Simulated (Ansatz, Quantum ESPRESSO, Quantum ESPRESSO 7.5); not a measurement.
## Conductance against width: vacuum gaps between two Ir(111) faces

How fast does transmission decay with width? The series: vacuum gaps between two Ir(111) faces.

Program: Quantum ESPRESSO 7.5. Level of theory: plane-wave DFT, LDA, GBRV ultrasoft pseudopotentials (cross-check by Ansatz 0.2.0 with PAW datasets). Results are calculated unless marked as measured.

**1. The structure**

The cell holds 18 atoms: 18 Ir. Its edges and angles: a = 2.737 Å, b = 2.737 Å, c = 41.484 Å, α = 90.0°, β = 90.0°, γ = 60.0°. It derives from Ir. Regions: left lead, 9 atoms (9 Ir); right lead, 9 atoms (9 Ir). The structure is stacked, and the current runs, along c.

**2. Ground state, 3.5 Å**

One periodic cell holds a lead period, the junction and more lead; the atoms stay as built.

j0.scf.in reads:

```
&control
  prefix = 'j0.scf'
  outdir = './out'
  pseudo_dir = './pseudo'
  calculation = 'scf'
  tprnfor = .true.
/
&system
  ibrav = 0
  nat = 18
  ntyp = 1
  ecutwfc = 40
  ecutrho = 200
  occupations = 'smearing'
  smearing = 'mv'
  degauss = 0.01
/
&electrons
  conv_thr = 1e-07
  mixing_beta = 0.25
  electron_maxstep = 120
  mixing_mode = 'local-TF'
/
ATOMIC_SPECIES
  Ir  192.2170  ir_lda_v1.2.uspp.F.UPF
CELL_PARAMETERS angstrom
  2.73650324319194 0.00000000000000 0.00000000000000
  1.36825162159597 2.36988132614272 0.00000000000000
  0.00000000000000 0.00000000000000 41.48387420998548
ATOMIC_POSITIONS crystal
  Ir  0.000000000000 0.000000000000 0.000000000000
  Ir  0.333333333000 0.333333333000 0.053860580390
  Ir  0.666666667000 0.666666667000 0.107721160779
  Ir  0.000000000000 0.000000000000 0.161581741169
  Ir  0.333333333000 0.333333333000 0.215442321559
  Ir  0.666666667000 0.666666667000 0.269302901949
  Ir  0.000000000000 0.000000000000 0.323163482338
  Ir  0.333333333000 0.333333333000 0.377024062728
  Ir  0.666666667000 0.666666667000 0.430884643118
  Ir  0.000000000000 0.000000000000 0.515254776493
  Ir  0.333333333000 0.333333333000 0.569115356882
  Ir  0.666666667000 0.666666667000 0.622975937272
  Ir  0.000000000000 0.000000000000 0.676836517662
  Ir  0.333333333000 0.333333333000 0.730697098051
  Ir  0.666666667000 0.666666667000 0.784557678441
  Ir  0.000000000000 0.000000000000 0.838418258831
  Ir  0.333333333000 0.333333333000 0.892278839221
  Ir  0.666666667000 0.666666667000 0.946139419610
K_POINTS automatic
  10 10 1 0 0 0
```

On the command line:

```bash
> OMP_NUM_THREADS=1 mpirun -n 4 pw.x -nk 4 -in j0.scf.in > j0.scf.out
```

What it wrote:

```text
Program PWSCF v.7.5 starts
[citation notice left out]

     Parallel version (MPI & OpenMP), running on       4 processor cores
     Number of MPI processes:                 4
     Threads/MPI process:                     1

     MPI processes distributed on     1 nodes
[...]
Current dimensions of program PWSCF are:
     Max number of different atomic species (ntypx) = 10
     Max number of k-points (npk) =  40000
     Max angular momentum in pseudopotentials (lmaxx) =  4
     Message from routine setup:
     using ibrav=0 with symmetry is DISCOURAGED, use correct ibrav instead

     K-points division:     npool     =       4
     Subspace diagonalization in iterative solution of the eigenvalue problem:
     a serial algorithm will be used

     G-vector sticks info
     --------------------
     sticks:   dense  smooth     PW     G-vecs:    dense   smooth      PW
     Sum         367     301     91                86867    62199   11309

     Using Slab Decomposition

     bravais-lattice index     =            0
     lattice parameter (alat)  =       5.1712  a.u.
     unit-cell volume          =    1815.5093 (a.u.)^3
     number of atoms/cell      =           18
     number of atomic types    =            1
     number of electrons       =       270.00
     number of Kohn-Sham states=          162
     kinetic-energy cutoff     =      40.0000  Ry
     charge density cutoff     =     200.0000  Ry
     scf convergence threshold =      1.0E-07
     mixing beta               =       0.2500
     number of iterations used =            8  local-TF  mixing
     Exchange-correlation= SLA  PZ   NOGX NOGC
                           (   1   1   0   0   0   0   0)

     celldm(1)=   5.171242  celldm(2)=   0.000000  celldm(3)=   0.000000
     celldm(4)=   0.000000  celldm(5)=   0.000000  celldm(6)=   0.000000

     crystal axes: (cart. coord. in units of alat)
               a(1) = (   1.000000   0.000000   0.000000 )
               a(2) = (   0.500000   0.866025   0.000000 )
               a(3) = (   0.000000   0.000000  15.159446 )

     reciprocal axes: (cart. coord. in units 2 pi/alat)
               b(1) = (  1.000000 -0.577350  0.000000 )
               b(2) = (  0.000000  1.154701  0.000000 )
               b(3) = (  0.000000  0.000000  0.065965 )

     PseudoPot. # 1 for Ir read from file:
     ./pseudo/ir_lda_v1.2.uspp.F.UPF
     Pseudo is Ultrasoft + core correction, Zval = 15.0
     Generated by new atomic code, or converted to UPF format
     Using radial grid of  983 points,  7 beta functions with:
                l(1) =   0
                l(2) =   0
                l(3) =   1
                l(4) =   1
                l(5) =   1
                l(6) =   2
                l(7) =   2
     Q(r) pseudized with  8 coefficients,  rinner =    1.400   1.400   1.400
                                                       1.400   1.400

     atomic species   valence    mass     pseudopotential
     Ir               15.00   192.21700     Ir( 1.00)

      6 Sym. Ops. (no inversion) found

   Cartesian axes

     site n.     atom                  positions (alat units)
         1        Ir     tau(   1) = (   0.0000000   0.0000000   0.0000000  )
         2        Ir     tau(   2) = (   0.5000000   0.2886751   0.8164966  )
         3        Ir     tau(   3) = (   1.0000000   0.5773503   1.6329932  )
         4        Ir     tau(   4) = (   0.0000000   0.0000000   2.4494897  )
         5        Ir     tau(   5) = (   0.5000000   0.2886751   3.2659863  )
         6        Ir     tau(   6) = (   1.0000000   0.5773503   4.0824829  )
         7        Ir     tau(   7) = (   0.0000000   0.0000000   4.8989795  )
         8        Ir     tau(   8) = (   0.5000000   0.2886751   5.7154761  )
         9        Ir     tau(   9) = (   1.0000000   0.5773503   6.5319726  )
        10        Ir     tau(  10) = (   0.0000000   0.0000000   7.8109772  )
        11        Ir     tau(  11) = (   0.5000000   0.2886751   8.6274737  )
        12        Ir     tau(  12) = (   1.0000000   0.5773503   9.4439703  )
        13        Ir     tau(  13) = (   0.0000000   0.0000000  10.2604669  )
        14        Ir     tau(  14) = (   0.5000000   0.2886751  11.0769635  )
        15        Ir     tau(  15) = (   1.0000000   0.5773503  11.8934601  )
        16        Ir     tau(  16) = (   0.0000000   0.0000000  12.7099566  )
        17        Ir     tau(  17) = (   0.5000000   0.2886751  13.5264532  )
        18        Ir     tau(  18) = (   1.0000000   0.5773503  14.3429498  )

     number of k points=    14  Marzari-Vanderbilt smearing, width (Ry)=  0.0100
                       cart. coord. in units 2pi/alat
        k(    1) = (   0.0000000   0.0000000   0.0000000), wk =   0.0200000
        k(    2) = (   0.0000000   0.1154701   0.0000000), wk =   0.1200000
        k(    3) = (   0.0000000   0.2309401   0.0000000), wk =   0.1200000
        k(    4) = (   0.0000000   0.3464102   0.0000000), wk =   0.1200000
        k(    5) = (   0.0000000   0.4618802   0.0000000), wk =   0.1200000
        k(    6) = (   0.0000000  -0.5773503   0.0000000), wk =   0.0600000
        k(    7) = (   0.1000000   0.1732051   0.0000000), wk =   0.1200000
        k(    8) = (   0.1000000   0.2886751   0.0000000), wk =   0.2400000
        k(    9) = (   0.1000000   0.4041452   0.0000000), wk =   0.2400000
        k(   10) = (   0.1000000  -0.6350853   0.0000000), wk =   0.2400000
[...]
k(   14) = (   0.3000000  -0.6350853   0.0000000), wk =   0.1200000

     Dense  grid:    86867 G-vectors     FFT dimensions: (  24,  24, 360)

     Smooth grid:    62199 G-vectors     FFT dimensions: (  24,  24, 320)

     Estimated max dynamical RAM per process >     313.05 MB

     Estimated total dynamical RAM >       1.16 GB

     Initial potential from superposition of free atoms

     starting charge     260.9996, renormalised to     270.0000

     negative rho (up, down):  6.642E+00 0.000E+00
     Starting wfcs are  216 randomized atomic wfcs

     total cpu time spent up to now is        8.4 secs

     per-process dynamical memory:   186.1 Mb

     Self-consistent Calculation

     iteration #  1     ecut=    40.00 Ry     beta= 0.25
     Davidson diagonalization with overlap
     ethr =  1.00E-02,  avg # of iterations =  2.0

     negative rho (up, down):  6.183E+00 0.000E+00

     total cpu time spent up to now is       27.6 secs

     total energy              =   -3276.55833305 Ry
     estimated scf accuracy    <      21.68554532 Ry

     iteration #  2     ecut=    40.00 Ry     beta= 0.25
[...]
18.1121  18.1500  18.2536  18.2591  18.3459  18.3756  18.4659  18.4984
    18.5656  18.7946  18.9633  19.0073  19.1128  19.1571  19.3036  19.3438
    19.4550  19.4871  19.5460  19.5757  19.5852  19.5920  19.6301  19.6495
    19.6550  19.7570  19.7599  19.8922  19.8923  20.0174  20.0635  20.1092
    20.1598  20.1903  20.2400  20.2564  20.3049  20.3307  20.3873  20.4482
    20.4919  20.4965  20.5801  20.6351  20.6871  20.7492  20.7758  20.8373
    20.8914  21.0010  21.1719  21.2121  21.3426  21.5033  21.5175  21.5842
    21.6873  21.8455  21.9969  22.0135  22.1605  22.2807  22.4051  22.4203
    22.5640  22.5742  22.8022  23.0280  23.2576  23.2749  23.4884  23.5782
    23.6579  23.7914  23.8595  24.0929  24.8316  25.0230  25.7306  26.3886
    26.5603  27.3446

          k = 0.0000 0.3464 0.0000 (  7771 PWs)   bands (ev):

   -26.9770 -26.9686 -26.9564 -26.9429 -26.9393 -26.9324 -26.9262 -26.9167
   -26.9091 -26.8957 -26.8778 -26.8645 -26.8493 -26.8354 -26.8179 -26.8065
   -26.7953 -26.7806 -26.7786 -26.7472 -26.7138 -26.6795 -26.6457 -26.6151
   -26.6047 -26.6041 -26.6004 -26.5947 -26.5878 -26.5801 -26.5717 -26.5639
   -26.5584 -26.5450 -26.5416 -26.5288 -26.5171 -26.5135 -26.4996 -26.4952
   -26.4863 -26.4780 -26.4678 -26.4634 -26.4580 -26.4550 -26.4509 -26.4404
   -26.2178 -26.2173 -26.0361 -26.0323 -25.9551 -25.9547  14.6840  14.7540
    14.8624  15.0027  15.1605  15.3190  15.4723  15.6128  15.7475  15.8786
    15.9989  16.1269  16.2748  16.4388  16.5539  16.6083  16.6561  16.7305
    16.8534  16.8636  16.9957  17.0266  17.1713  17.2980  17.4855  17.6789
    17.8767  18.0472  18.2129  18.3631  18.4773  18.5336  18.6494  18.6882
    18.8255  18.8834  18.9648  19.0511  19.0829  19.1966  19.3476  19.4201
    19.4331  19.4497  19.4640  19.4893  19.5309  19.5782  19.6398  19.7139
    19.7849  19.8451  19.9732  20.0446  20.0634  20.1870  20.1980  20.3109
    20.3694  20.4252  20.6631  20.7049  20.8959  21.0883  21.2535  21.4114
    21.5602  21.6062  21.6541  21.6884  21.6960  21.7817  21.8354  21.9268
    21.9601  21.9747  21.9836  22.0456  22.0472  22.0735  22.1757  22.2999
    22.3821  22.4241  22.5394  22.6382  22.7320  22.7910  22.8332  22.8911
    22.9582  22.9682  23.1220  23.1314  23.3376  23.5411  23.7402  23.8681
    23.9550  23.9591  24.4173  24.9925  25.8142  26.1422  26.6837  27.3537
    27.9097  28.3516

          k = 0.0000 0.4619 0.0000 (  7817 PWs)   bands (ev):

   -27.0621 -27.0566 -27.0488 -27.0395 -27.0330 -27.0263 -27.0166 -27.0148
   -26.9987 -26.9953 -26.9790 -26.9745 -26.9586 -26.9553 -26.9388 -26.9275
   -26.7984 -26.7901 -26.7675 -26.7374 -26.7031 -26.6750 -26.6476 -26.6442
   -26.6430 -26.6395 -26.6336 -26.6279 -26.6182 -26.6147 -26.6087 -26.6036
   -26.5943 -26.5838 -26.5797 -26.5623 -26.5552 -26.5457 -26.5305 -26.5299
   -26.5161 -26.5067 -26.4996 -26.4913 -26.4853 -26.4819 -26.4813 -26.4701
   -26.3410 -26.3404 -26.0268 -26.0242 -25.9880 -25.9876  15.0653  15.1467
    15.2792  15.4453  15.4674  15.5202  15.6031  15.6456  15.7060  15.8233
    15.8451  15.9434  15.9746  16.0092  16.0728  16.1323  16.1808  16.3011
    16.3290  16.4678  16.5132  16.7007  16.7880  16.8755  17.0508  17.3281
    17.6231  17.8871  18.0989  18.3226  18.5978  18.8170  18.9401  18.9767
    19.0610  19.1061  19.1496  19.1864  19.2016  19.2604  19.3612  19.3823
    19.5353  19.5465  19.6226  19.7627  19.8118  19.9466  20.0159  20.2437
    20.3081  20.3641  20.5908  20.6332  20.6730  20.8506  20.9790  21.1545
    21.3501  21.6117  21.7073  21.7719  22.0354  22.0869  22.3957  22.4743
    22.6452  22.7191  22.9552  23.1403  23.1471  23.1594  23.1636  23.1962
    23.2311  23.2607  23.2810  23.3255  23.3454  23.4096  23.4189  23.4394
    23.4728  23.4938  23.5257  23.5433  23.5677  23.5925  23.6051  23.6213
    23.6335  23.6994  23.7180  23.7753  23.7823  23.9176  24.0123  24.0768
    24.1007  24.5043  24.9575  25.6952  26.5238  26.9005  27.7135  28.2560
    28.5665  29.2181

          k = 0.0000-0.5774 0.0000 (  7820 PWs)   bands (ev):

   -27.1119 -27.1064 -27.0984 -27.0885 -27.0692 -27.0678 -27.0575 -27.0551
   -27.0435 -27.0414 -27.0234 -27.0170 -27.0058 -27.0017 -26.9931 -26.9908
   -26.7509 -26.7509 -26.6883 -26.6868 -26.6775 -26.6700 -26.6611 -26.6592
   -26.6577 -26.6556 -26.6542 -26.6503 -26.6482 -26.6405 -26.6326 -26.6227
   -26.6091 -26.6080 -26.5929 -26.5751 -26.5741 -26.5580 -26.5455 -26.5423
   -26.5274 -26.5177 -26.5133 -26.5021 -26.4959 -26.4940 -26.4923 -26.4822
   -26.3856 -26.3850 -26.0232 -26.0212 -26.0006 -26.0001  15.0704  15.1550
    15.2869  15.2872  15.3534  15.4534  15.4678  15.5868  15.6671  15.7385
    15.8181  15.8810  15.8857  15.8987  15.9847  16.0452  16.0578  16.1346
    16.1688  16.1819  16.3213  16.5515  16.6846  16.7225  16.9099  17.2229
    17.5326  17.8745  18.1108  18.3438  18.4992  18.6899  18.8011  18.9400
    18.9889  19.0384  19.0747  19.1518  19.2775  19.3368  19.3384  19.4510
    19.6531  19.6560  19.6733  19.9437  19.9906  20.0129  20.2436  20.5502
    20.5831  20.5974  20.9555  20.9663  20.9904  21.3691  21.5629  21.7426
    21.7501  21.9699  22.1670  22.1880  22.5436  22.6949  22.9491  23.1326
    23.2177  23.2369  23.4932  23.5430  23.6263  23.7133  23.7420  23.7499
    23.7619  23.7740  23.7964  23.8191  23.8451  23.8750  23.9080  23.9453
    23.9822  24.0244  24.0662  24.0798  24.1310  24.1761  24.1979  24.2617
    24.4189  24.5464  24.5498  24.7717  25.0313  25.2990  25.4491  25.6212
    25.8635  26.0591  26.2066  26.2812  26.4481  26.5578  26.6433  26.6535
    26.7316  26.7562

[...]
the Fermi energy is    22.9296 ev

!    total energy              =   -3273.74139453 Ry
     estimated scf accuracy    <          5.3E-09 Ry
     smearing contrib. (-TS)   =      -0.00115582 Ry
     internal energy E=F+TS    =   -3273.74023870 Ry

     The total energy is F=E-TS. E is the sum of the following terms:
     one-electron contribution =    -666.53509811 Ry
     hartree contribution      =     571.15864816 Ry
     xc contribution           =    -904.11073199 Ry
     ewald contribution        =   -2274.25305676 Ry

     convergence has been achieved in  14 iterations

     negative rho (up, down):  5.583E+00 0.000E+00

     Forces acting on atoms (cartesian axes, Ry/au):

     atom    1 type  1   force =     0.00000000    0.00000000    0.00090482
     atom    2 type  1   force =     0.00000000    0.00000000    0.00008479
     atom    3 type  1   force =     0.00000000    0.00000000   -0.00046625
     atom    4 type  1   force =     0.00000000    0.00000000   -0.00034191
     atom    5 type  1   force =     0.00000000    0.00000000    0.00046303
     atom    6 type  1   force =     0.00000000    0.00000000   -0.00231826
     atom    7 type  1   force =     0.00000000    0.00000000    0.00814252
     atom    8 type  1   force =     0.00000000    0.00000000    0.02092317
     atom    9 type  1   force =     0.00000000    0.00000000   -0.01811797
     atom   10 type  1   force =     0.00000000    0.00000000    0.01811054
     atom   11 type  1   force =     0.00000000    0.00000000   -0.02090466
     atom   12 type  1   force =     0.00000000    0.00000000   -0.00816038
     atom   13 type  1   force =     0.00000000    0.00000000    0.00232456
     atom   14 type  1   force =     0.00000000    0.00000000   -0.00046694
     atom   15 type  1   force =     0.00000000    0.00000000    0.00035402
     atom   16 type  1   force =     0.00000000    0.00000000    0.00046204
     atom   17 type  1   force =     0.00000000    0.00000000   -0.00008905
     atom   18 type  1   force =     0.00000000    0.00000000   -0.00090405

     Total force =     0.040957     Total SCF correction =     0.000392

[...]
=------------------------------------------------------------------------------=
   JOB DONE.
=------------------------------------------------------------------------------=
```

Wall time 4.4 min (4 MPI ranks of Arm Neoverse V1, shared host); peak memory 1.3 GiB; 18 min of CPU time.

Read from the output:

* free energy: -44541.5208 eV
* Fermi energy: 22.93 eV

The run needed 14 iterations to bring the estimated error under 1e-07 Ry; the largest force on any atom, held or free, is 0.54 eV/Å.

(Part 1 of 5 ends here.)

[Logs are printed without paths, hosts, clocks, repeated set-up lines and the standing remarks that a program may print on its own settings, such as how far it seeks lower states.]

[Hosts, paths, dates, database ids (printed as entryN), source tags and the programs' standing remarks are cut or masked in the printed files.]

[Maps of the electrostatic potential energy from Ansatz leave out the sawtooth potential of an applied field or a dipole correction, so their vacuum need not be flat; planar profiles and work functions include it.]
